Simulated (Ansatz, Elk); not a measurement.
**MgAl2Rh3: X-ray structure factors from the self-consistent density**

The structure of MgAl2Rh3 used here is made up (a known structure type with other elements) and was relaxed beforehand with r2SCAN. The aim is the Fourier transform of its all-electron density, F(hkl), set beside the sum over free spherical atoms that refinements use.

Calculated with Elk 11.2.3 (patched build); DFT, PBE, all-electron APW+lo, Dirac cores, scalar-relativistic bands, static density, no spin.

The structure was built from a prototype and need not be the compound's stable phase.

### Step 1. Set-up

Symmetry: P6/mmm, No. 191, hexagonal system. Conventional cell: a = 5.512 Å, b = 5.512 Å, c = 3.710 Å, α = 90.00°, β = 90.00°, γ = 120.00°. Nearest to Rh lie 4 Al at 2.44 Å and 4 Rh at 2.76 Å and 4 Mg at 3.32 Å. Nearest to Al lie 6 Rh at 2.44 Å and 3 Al at 3.18 Å and 3 Mg at 3.18 Å. Nearest to Mg lie 6 Al at 3.18 Å and 12 Rh at 3.32 Å. Farther neighbours are not listed.

### Step 2. Ground state and structure factors

An all-electron density is needed, since X-rays see the cores too. Task 0 finds the density and task 195 Fourier-transforms it; tshift is off so that phases refer to the origin typed.

Input file elk.in:

```
tasks
  0
  195

xctype
  20

spinpol
  .false.

rgkmax
  7.0

gmaxvr
  14.0

lmaxo
  7

lmaxapw
  8

swidth
  0.002

tshift
  .false.

ramdisk
  .false.

hmaxvr
  5.5

maxscl
  120

epspot
  1e-06

sppath
  './'

avec
  10.41663094388 0.00000000000 0.00000000000
  -5.20831547194 9.02106701925 0.00000000000
  0.00000000000 0.00000000000 7.01086131688

atoms
  3
  'Rh.in'
  3
  0.0000000000 0.5000000000 0.5000000000   0.000000 0.000000 0.000000
  0.5000000000 0.5000000000 0.5000000000   0.000000 0.000000 0.000000
  0.5000000000 0.0000000000 0.5000000000   0.000000 0.000000 0.000000
  'Al.in'
  2
  0.6666666667 0.3333333333 0.0000000000   0.000000 0.000000 0.000000
  0.3333333333 0.6666666667 0.0000000000   0.000000 0.000000 0.000000
  'Mg.in'
  1
  0.0000000000 0.0000000000 0.0000000000   0.000000 0.000000 0.000000

ngridk
  5 5 6
```

On the command line:

```console
OMP_NUM_THREADS=4 elk
```

Numbers of over 12 decimals in the logs are rounded to 6 here.

What it wrote:

```text
┌─────────────────────────┐
│ Elk code version 11.2.3 │
└─────────────────────────┘

All units are atomic (Hartree, Bohr, etc.)

┌─────────────────────────────────────────────────┐
│ Ground-state run starting from atomic densities │
└─────────────────────────────────────────────────┘

Lattice vectors :
   10.41663094       0.000000000       0.000000000
  -5.208315472       9.021067019       0.000000000
   0.000000000       0.000000000       7.010861317

Reciprocal lattice vectors :
  0.6031878581      0.3482506722      -0.000000000
   0.000000000      0.6965013444       0.000000000
   0.000000000      -0.000000000      0.8962073308

Unit cell volume      :    658.8045095
Brillouin zone volume :   0.3765156581

Muffin-tin inner radius fraction :   0.1000000000E-01

Nuclei treated as point charges

Species : 1 (Rh)
 parameters loaded from : Rh.in
 name : rhodium
 nuclear charge    :   -45.00000000
 electronic charge :    45.00000000
 atomic mass :    187585.2511
 muffin-tin radius :    2.474585706
 number of radial points in muffin-tin :   1193
 inner part over the whole radius :   0.9940634763E-02
 number on inner part of muffin-tin    :    848
 approximate nuclear radius :   0.8524867730E-04
 number of mesh points to nuclear radius :    424
 atomic positions (lattice), magnetic fields (Cartesian) :
  1 :   0.00000000  0.50000000  0.50000000    0.00000000  0.00000000  0.00000000
  2 :   0.50000000  0.50000000  0.50000000    0.00000000  0.00000000  0.00000000
  3 :   0.50000000  0.00000000  0.50000000    0.00000000  0.00000000  0.00000000

Species : 2 (Al)
 parameters loaded from : Al.in
 name : aluminium
 nuclear charge    :   -13.00000000
 electronic charge :    13.00000000
 atomic mass :    49184.33496
 muffin-tin radius :    2.093880213
 number of radial points in muffin-tin :    793
 inner part over the whole radius :   0.9970059736E-02
 number on inner part of muffin-tin    :    552
 approximate nuclear radius :   0.5839653600E-04
 number of mesh points to nuclear radius :    245
 atomic positions (lattice), magnetic fields (Cartesian) :
  1 :  -0.33333333  0.33333333  0.00000000    0.00000000  0.00000000  0.00000000
  2 :   0.33333333 -0.33333333  0.00000000    0.00000000  0.00000000  0.00000000

Species : 3 (Mg)
 parameters loaded from : Mg.in
 name : magnesium
 nuclear charge    :   -12.00000000
 electronic charge :    12.00000000
 atomic mass :    44305.30466
 muffin-tin radius :    2.200000000
 number of radial points in muffin-tin :    793
 inner part over the whole radius :   0.9941530515E-02
 number on inner part of muffin-tin    :    552
 approximate nuclear radius :   0.5710277704E-04
 number of mesh points to nuclear radius :    241
 atomic positions (lattice), magnetic fields (Cartesian) :
  1 :   0.00000000  0.00000000  0.00000000    0.00000000  0.00000000  0.00000000

Total number of atoms per unit cell :    6
Total muffin-tin volume :    311.9328022
 ratio of muffin-tin to unit cell volume :   0.4734831011

Spin treatment :
 spin-unpolarised

Number of Bravais lattice symmetries :   24
Number of crystal symmetries         :   24
Crystal has inversion symmetry
Real symmetric eigensolver will be used

k-point grid :      5     5     6
k-point offset :    0.000000000       0.000000000       0.000000000
k-point set is reduced with full crystal symmetry group
Total number of k-points :       20

Muffin-tin radius times maximum |G+k| :    7.000000000
 using average radius
Maximum |G+k| for APW functions       :    3.040940278
Maximum (1/2)|G+k|²                   :    4.623658886
Maximum |G| for potential and density :    14.00000000
Constant for pseudocharge density :    9
 order of it for each species :   16  16  16
 order of it for pair densities of each species (exact exchange by exxq0 0: 17) :   11   7   8
Radial integration step length :    1

G-vector grid sizes :     48    48    32
Number of G-vectors :    30481

Maximum angular momentum used for
 APW functions            :    8
 outer part of muffin-tin :    7
[...]
xc potential                :     -605.69724626991
 exchange                    :     -461.44853226863
 correlation                 :     -8.672388
 electron entropic           :    -0.20199415490323E-02
 total energy                :     -15043.580625843

Density of states at Fermi energy :    157.8038468
 (states/Hartree/unit cell)

Estimated indirect band gap :   0.1339607851E-02
 from k-point 14 to k-point 10
Estimated direct band gap   :   0.3142231085E-02
 at k-point 17

Charges :
 core                        :    94.00000000
 valence                     :    79.00000000
 interstitial                :    8.812767978
 muffin-tins (core leakage)
  species : 1 (Rh)
[...]
species : 2 (Al)
[...]
species : 3 (Mg)
[...]
total in muffin-tins        :    164.1872320
 total calculated charge     :    172.9977514
 total charge                :    173.0000000
 error                       :   0.2248585243E-02

RMS change in Kohn-Sham potential (target) :   0.4941253337     (  0.1000000000E-05)
Absolute change in total energy (target)   :   0.7218583772     (  0.1000000000E-03)

[... loops 3 to 15 left out ...]

┌──────────────────┐
│ Loop number : 16 │
└──────────────────┘

Energies :
 Fermi                       :     0.260385
 sum of occupied eigenvalues :     -8939.8057106302
 electron kinetic            :      15650.668993951
 core electron kinetic       :      15008.383452786
 Coulomb                     :     -30221.710344601
 Coulomb potential           :     -23977.138130725
 nuclear-nuclear             :     -1651.6455854135
 electron-nuclear            :     -33208.014377395
 Hartree                     :      4637.9496182073
 Madelung                    :     -18233.141279239
 xc potential                :     -613.33657385668
 exchange                    :     -462.15438284793
 correlation                 :     -8.675018
 electron entropic           :    -0.15086868266391E-02
 total energy                :     -15041.872260451

Density of states at Fermi energy :    116.8699187
 (states/Hartree/unit cell)

Estimated indirect band gap :   0.4034468860E-03
 from k-point 9 to k-point 16
Estimated direct band gap   :   0.6690062880E-02
 at k-point 7

Charges :
 core                        :    94.00000000
 valence                     :    79.00000000
 interstitial                :    8.499017783
 muffin-tins (core leakage)
  species : 1 (Rh)
[...]
species : 2 (Al)
[...]
species : 3 (Mg)
[...]
total in muffin-tins        :    164.5009822
 total calculated charge     :    172.9977641
 total charge                :    173.0000000
 error                       :   0.2235912053E-02

RMS change in Kohn-Sham potential (target) :   0.8446837369E-07 (  0.1000000000E-05)
Absolute change in total energy (target)   :   0.3911886415E-04 (  0.1000000000E-03)

Convergence targets achieved

┌──────────────────┐
│ Loop number : 17 │
└──────────────────┘

Energies :
 Fermi                       :     0.260385
 sum of occupied eigenvalues :     -8939.8057105482
 electron kinetic            :      15650.668998779
 core electron kinetic       :      15008.383454148
 Coulomb                     :     -30221.710347389
 Coulomb potential           :     -23977.138129940
 nuclear-nuclear             :     -1651.6455854135
 electron-nuclear            :     -33208.014384227
 Hartree                     :      4637.9496222517
 Madelung                    :     -18233.141282419
 xc potential                :     -613.33657938791
 exchange                    :     -462.15438297920
 correlation                 :     -8.675018
 electron entropic           :    -0.15086865701621E-02
 total energy                :     -15041.872258534

Density of states at Fermi energy :    116.8698959
 (states/Hartree/unit cell)

Estimated indirect band gap :   0.4034542518E-03
 from k-point 9 to k-point 16
Estimated direct band gap   :   0.6690063857E-02
 at k-point 7

Charges :
 core                        :    94.00000000
 valence                     :    79.00000000
 interstitial                :    8.499017596
 muffin-tins (core leakage)
  species : 1 (Rh)
[...]
species : 2 (Al)
   atom 1                    :    11.21361195     (  0.8451739075E-03)
   atom 2                    :    11.21361195     (  0.8451739075E-03)
  species : 3 (Mg)
   atom 1                    :    10.34134868     ( -0.9828258696E-07)
 total in muffin-tins        :    164.5009824
 total calculated charge     :    172.9977641
 total charge                :    173.0000000
 error                       :   0.2235912071E-02

┌──────────────────────────────┐
│ Self-consistent loop stopped │
└──────────────────────────────┘

Warning : core states of species 2 leak from the muffin-tin :   0.8451739075E-03

Wrote STATE.OUT
```

Run time: 39 s. Hardware: 4 threads of Arm Neoverse V1, shared host; peak memory 0.22 GiB.

SFACRHO.OUT:

```text

h k l indices transformed by vhmat matrix:
   1.000000000       0.000000000       0.000000000    
   0.000000000       1.000000000       0.000000000    
   0.000000000       0.000000000       1.000000000    

      h      k      l  multipl.   |H|            Re(F)            Im(F)           |F|

      0      0      0      1   0.0000000       173.00000      0.18746019E-16   173.00000    
     -1      1      0      6  0.69650134      -42.625432      0.12575613E-13   42.625432    
      0      0      1      2  0.89620733      -89.196868     -0.37061191E-13   89.196868    
     -1      0     -1     12   1.1350338       37.082061     -0.37729934E-13   37.082061    
     -1      2      0      6   1.2063757      -9.2035940     -0.69425292E-15   9.2035940    
     -2      2      0      6   1.3930027       105.58300     -0.39988461E-13   105.58300    
      1      1     -1     12   1.5028406       60.168788     -0.48766831E-15   60.168788    
      2     -2      1     12   1.6563949      -99.707452     -0.91434835E-13   99.707452    
      0      0      2      2   1.7924147       119.92634      0.61855202E-13   119.92634    
     -1      3      0     12   1.8427693      -32.144253     -0.13685019E-13   32.144253    
      0     -1     -2     12   1.9229832      -31.323909      0.66284548E-13   31.323909    
      2     -3      1     24   2.0491429       29.803612      0.12559098E-13   29.803612    
     -3      0      0      6   2.0895040      -7.2071227     -0.10149913E-13   7.2071227    
     -2      1     -2     12   2.1605769      -7.2630163      0.13183250E-13   7.2630163    
      0     -2      2     12   2.2700676       85.750416      0.66287410E-13   85.750416    
     -3      3     -1     12   2.2735907       50.349047      0.29194360E-13   50.349047    
     -2      4      0      6   2.4127514       104.59502     -0.51316193E-13   104.59502    
      4     -3      0     12   2.5112713      -27.849808      0.10289256E-13   27.849808
```

Elk indexes on the primitive cell of elk.in and gives |H| = 4π sin θ/λ in inverse bohr. Below, one row stands for each form hkl of the conventional cell (m members, Friedel mates merged), F is for one primitive cell and the density is static (no thermal factor). Free-atom factors are Waasmaier and Kirfel's, and R is Σm||F|−|F'||/Σm|F|.

| hkl | m | sin θ/λ (Å⁻¹) | abs F, DFT | neutral atoms | diff. |
| --- | --- | --- | --- | --- | --- |
| 100 | 6 | 0.105 | 42.625 | 42.318 | +0.307 |
| 001 | 2 | 0.135 | 89.197 | 89.153 | +0.044 |
| 101 | 12 | 0.171 | 37.082 | 37.312 | -0.229 |
| 110 | 6 | 0.181 | 9.204 | 9.240 | -0.036 |
| 200 | 6 | 0.209 | 105.583 | 106.201 | -0.618 |
| 111 | 12 | 0.226 | 60.169 | 60.540 | -0.371 |
| 201 | 12 | 0.249 | 99.707 | 100.329 | -0.621 |
| 002 | 2 | 0.270 | 119.926 | 120.942 | -1.016 |
| 210 | 12 | 0.277 | 32.144 | 32.231 | -0.086 |
| 102 | 12 | 0.289 | 31.324 | 31.629 | -0.305 |
| 211 | 24 | 0.308 | 29.804 | 29.845 | -0.042 |
| 300 | 6 | 0.314 | 7.207 | 7.304 | -0.097 |
| 112 | 12 | 0.325 | 7.263 | 7.178 | +0.085 |
| 202 | 12 | 0.341 | 85.750 | 85.768 | -0.018 |
| 301 | 12 | 0.342 | 50.349 | 50.456 | -0.107 |
| 220 | 6 | 0.363 | 104.595 | 104.498 | +0.097 |
| 310 | 12 | 0.378 | 27.850 | 27.767 | +0.083 |
| 212 | 24 | 0.387 | 27.478 | 27.427 | +0.050 |

### Step 3. The highest occupied states alone

An energy window below the Fermi level keeps the highest occupied states, to see at which angles they scatter; shallow core shells can lie inside it and anion s states outside. No new self-consistency is needed.

elk.in: that of step 2 with these lines changed.

```diff
@@ -1,3 +1,2 @@
 tasks
-  0
   195
@@ -40,2 +39,5 @@
 
+wsfac
+  -0.180610 0.560390
+
 sppath
```

On the command line:

```console
OMP_NUM_THREADS=4 elk
```

What it wrote:

```text
┌─────────────────────────────────┐
│ Elk code version 11.2.3 started │
└─────────────────────────────────┘

Info(readinput): the functional depends on the density's gradient
 muffin-tin radial points multiplied by    2.00000
 (not where nrmtscf is given)

┌────────────────────┐
│ Current task : 195 │
└────────────────────┘
Info(checkmt): changed muffin-tin radius of species 1 (Rh) from   2.6000 to   2.4746
Info(checkmt): changed muffin-tin radius of species 2 (Al) from   2.2000 to   2.0939

Info(sfacrho): density structure factors written to SFACRHO.OUT

 Energy window :  -0.1806100000      0.5603900000

┌──────────────────┐
│ Elk code stopped │
└──────────────────┘
```

Run time: 14 s. Hardware: 4 threads; peak memory 0.16 GiB.

States within 12 eV below the Fermi level hold 35.00 electrons; any levels below the window count with the cores. Their amplitudes can exceed the total, where window and core parts have opposite phase:

| hkl | sin θ/λ (Å⁻¹) | abs F, window | abs F, all |
| --- | --- | --- | --- |
| 100 | 0.105 | 7.585 | 42.625 |
| 001 | 0.135 | 14.701 | 89.197 |
| 101 | 0.171 | 3.899 | 37.082 |
| 110 | 0.181 | 3.361 | 9.204 |
| 200 | 0.209 | 9.134 | 105.583 |
| 111 | 0.226 | 2.585 | 60.169 |
| 201 | 0.249 | 6.404 | 99.707 |
| 002 | 0.270 | 4.611 | 119.926 |
| 210 | 0.277 | 1.667 | 32.144 |
| 102 | 0.289 | 1.232 | 31.324 |

### Step 4. Another functional

The difference from free atoms is small, so it is set against the change that LDA (Perdew-Wang) makes.

elk.in: that of step 3 with these lines changed.

```diff
@@ -1,2 +1,3 @@
 tasks
+  0
   195
@@ -4,3 +5,3 @@
 xctype
-  20
+  3
 
@@ -39,5 +40,2 @@
 
-wsfac
-  -0.180610 0.560390
-
 sppath
```

On the command line:

```console
OMP_NUM_THREADS=4 elk
```

What it wrote:

```text
┌─────────────────────────┐
│ Elk code version 11.2.3 │
└─────────────────────────┘

All units are atomic (Hartree, Bohr, etc.)

┌─────────────────────────────────────────────────┐
│ Ground-state run starting from atomic densities │
└─────────────────────────────────────────────────┘

Lattice vectors :
   10.41663094       0.000000000       0.000000000
  -5.208315472       9.021067019       0.000000000
   0.000000000       0.000000000       7.010861317

Reciprocal lattice vectors :
  0.6031878581      0.3482506722      -0.000000000
[...]
species : 1 (Rh)
[...]
species : 2 (Al)
[...]
atom 2                    :    11.22741210     (  0.8947959516E-03)
  species : 3 (Mg)
   atom 1                    :    10.34936127     ( -0.1573064652E-05)
 total in muffin-tins        :    164.5427527
 total calculated charge     :    172.9976539
 total charge                :    173.0000000
 error                       :   0.2346063498E-02

┌──────────────────────────────┐
│ Self-consistent loop stopped │
└──────────────────────────────┘

Warning : core states of species 2 leak from the muffin-tin :   0.8947959516E-03

Wrote STATE.OUT
[key lines of the parts left out:]
total energy                :     -15025.557495366
```

Run time: 24 s. Hardware: 4 threads; peak memory 0.16 GiB.

Against the first run R = 0.04 %; the largest change is -0.057 at 002.

### Step 5. Basis size

The basis and the expansions that go with it are enlarged, to see whether the differences are converged.

elk.in: that of step 4 with these lines changed.

```diff
@@ -5,3 +5,3 @@
 xctype
-  3
+  20
 
@@ -11,12 +11,12 @@
 rgkmax
-  7.0
+  8.5
 
 gmaxvr
-  14.0
+  18.0
 
 lmaxo
-  7
+  9
 
 lmaxapw
-  8
+  10
```

On the command line:

```console
OMP_NUM_THREADS=4 elk
```

What it wrote:

```text
┌─────────────────────────┐
│ Elk code version 11.2.3 │
└─────────────────────────┘

All units are atomic (Hartree, Bohr, etc.)

┌─────────────────────────────────────────────────┐
│ Ground-state run starting from atomic densities │
└─────────────────────────────────────────────────┘

Lattice vectors :
   10.41663094       0.000000000       0.000000000
  -5.208315472       9.021067019       0.000000000
   0.000000000       0.000000000       7.010861317

Reciprocal lattice vectors :
  0.6031878581      0.3482506722      -0.000000000
[...]
species : 1 (Rh)
[...]
species : 2 (Al)
[...]
atom 2                    :    11.21386382     (  0.8448659707E-03)
  species : 3 (Mg)
   atom 1                    :    10.34308236     ( -0.9828259007E-07)
 total in muffin-tins        :    164.5347871
 total calculated charge     :    172.9982735
 total charge                :    173.0000000
 error                       :   0.1726520038E-02

┌──────────────────────────────┐
│ Self-consistent loop stopped │
└──────────────────────────────┘

Warning : core states of species 2 leak from the muffin-tin :   0.8448659707E-03

Wrote STATE.OUT
[key lines of the parts left out:]
total energy                :     -15041.891939486
```

The job ended after 94 s (4 threads; peak memory 0.42 GiB; 4.2 min of CPU time).

Against the first run R = 0.01 %; the largest change is -0.014 at 222.

### Step 6. Settings against the effect

| run | R against the first run (%) | R against neutral atoms, low angle (%) | wall time |
| --- | --- | --- | --- |
| PBE, rgkmax 7 | 0.00 | 0.61 | 39 s |
| LDA (Perdew-Wang) | 0.04 | 0.63 | 24 s |
| rgkmax 8.5 with larger expansions | 0.01 | 0.60 | 94 s |

### Step 7. Summary of results

```
R against neutral atoms, sin θ/λ < 0.3 Å⁻¹ : 0.61 %
R against neutral atoms, 0.3 to 0.82 Å⁻¹   : 0.21 %
```

What this shows: Independent neutral atoms miss the calculated amplitudes by R = 0.61 % below 0.3 Å⁻¹ and 0.21 % from there to 0.82 Å⁻¹; by shells, 0.44 % below 0.15 Å⁻¹ (2 forms), 0.62 % 0.15 to 0.3 (8 forms), 0.25 % 0.3 to 0.45 (16 forms), 0.20 % above 0.45 (91 forms). Bonding, aspherical density and the tables' own atoms all enter these figures, and the runs don't part them. The largest change of an amplitude is -1.02 electrons, at 002. The window's part falls from 35.0 electrons at the origin to at most 0.49 between 0.45 and 0.82 Å⁻¹. Below 0.3 Å⁻¹ the changes that finished (LDA (Perdew-Wang) and rgkmax 8.5 with larger expansions) move F by R = 0.02 % at most, against the 0.61 % that separates it from free atoms. The k-mesh has no finished test. These runs have no spin, though d or f shells may be open. Part of the difference isn't bonding: the tables are fits to free atoms and ions calculated by other methods than this functional. Thermal motion, anomalous dispersion and extinction are left out.

[Logs are printed without paths, hosts, clocks, repeated set-up lines and the standing remarks that a program may print on its own settings, such as how far it seeks lower states.]

[Hosts, paths, dates, database ids (printed as entryN), source tags and the programs' standing remarks are cut or masked in the printed files.]
